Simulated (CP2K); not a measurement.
The C K edge of 3-methylpyrrole was computed by TDDFT (CP2K XAS_TDP, aug-cc-pVDZ, TDA) at these levels: PBE0, PBEh(45%) and PBEh(45%) + GW2X. The first three lines of C1 (bonded to C and 3 H) with a strength over 0.0015, energy in eV and strength:

```tsv
run	first	second	third
1	283.70 (0.005)	284.26 (0.015)	284.42 (0.018)
2	290.04 (0.004)	290.59 (0.015)	290.75 (0.018)
3	277.18 (0.002)	277.69 (0.003)	277.85 (0.005)
```

Question: Which run is which?

Run 1: PBEh(45%) (45 % exact exchange). Run 2: PBEh(45%) + GW2X (45 % exact exchange). Run 3: PBE0 (25 % exact exchange). Self-interaction lifts the core level, so the uncorrected lines rise with the share of exact exchange. The GW2X run keeps the spacings of its parent: 0.55 eV between the first two lines in run 2, 0.56 eV in run 1. Its shift is +6.34 eV, since the Kohn–Sham level at this share of exchange lies that far above the quasiparticle level.

[Banner, clock and machine lines of the logs are left out without a mark of their own.]

[Logs are printed without paths, hosts, clocks, repeated set-up lines and the standing remarks that a program may print on its own settings, such as how far it seeks lower states.]

[Hosts, paths, dates, database ids (printed as entryN), source tags and the programs' standing remarks are cut or masked in the printed files.]
